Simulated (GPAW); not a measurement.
Entries from a set of simulations; values are calculated unless marked as measured.

## A GW chain in GPAW: ZnBr2 (R-3m)

It takes space group R-3m (No. 166, trigonal). The conventional cell has a = 3.809 Å, b = 3.809 Å, c = 22.056 Å, α = 90.00°, β = 90.00°, γ = 120.00°. Zn has 6 Br at 2.65 Å nearest. Br has 3 Zn at 2.65 Å nearest. Farther neighbours and most contacts between anions are not listed.

```yaml
method: DFT, LDA, plane waves, PAW (and 1 further level or step)
program: GPAW 26.7.0
settings_of_one_run: cutoff 600 eV, GPAW PAW setups 1.2.1 data release, 4×4×4 k-mesh, nbands 84
cost: 3 runs, 6.2 min in all on 4 MPI ranks of Arm Neoverse V1, shared host (the runs of this entry)
notes: The cell and positions are those that the Materials Project relaxed with its own functionals (PBE, PBE+U or r2SCAN), kept fixed. Limits: no spin-orbit coupling. Only 2 of the mesh’s irreducible points were corrected, so a valley elsewhere could overtake. Bands and cutoff are finite, so the gap is not at the basis limit. The miss can reach some tenths of an eV and take either sign; the mesh is an error of its own.
lda_gap: 2.98 eV, indirect (only 48 meV under the direct gap)
g0w0_gap_on_the_mesh: 5.07 eV
g0w0_gap_over_the_zone_rigid_shift: 5.03 eV
gw_settings: 4×4×4 mesh, 74 bands, screening to 50 eV, Godby-Needs plasmon pole
known_limits: not at the basis limit; no spin-orbit coupling
```

G0W0 moves the gap on the mesh from 3.02 eV to 5.07 eV (+2.05 eV), with Z of 0.80 and 0.84 at the edges. The mesh misses the band edges by 0.04 eV in all; a rigid shift gives 5.03 eV for the zone.

[Paths, hosts, dates, memory and timing lines, banners, echoed tables and standing remarks are left out of the program output.]

[Logs are printed without paths, hosts, clocks, repeated set-up lines and the standing remarks that a program may print on its own settings, such as how far it seeks lower states.]

[Runs of the session that timed out or met a known fault of the program may be left out.]

[Hosts, paths, dates, database ids (printed as entryN), source tags and the programs' standing remarks are cut or masked in the printed files.]
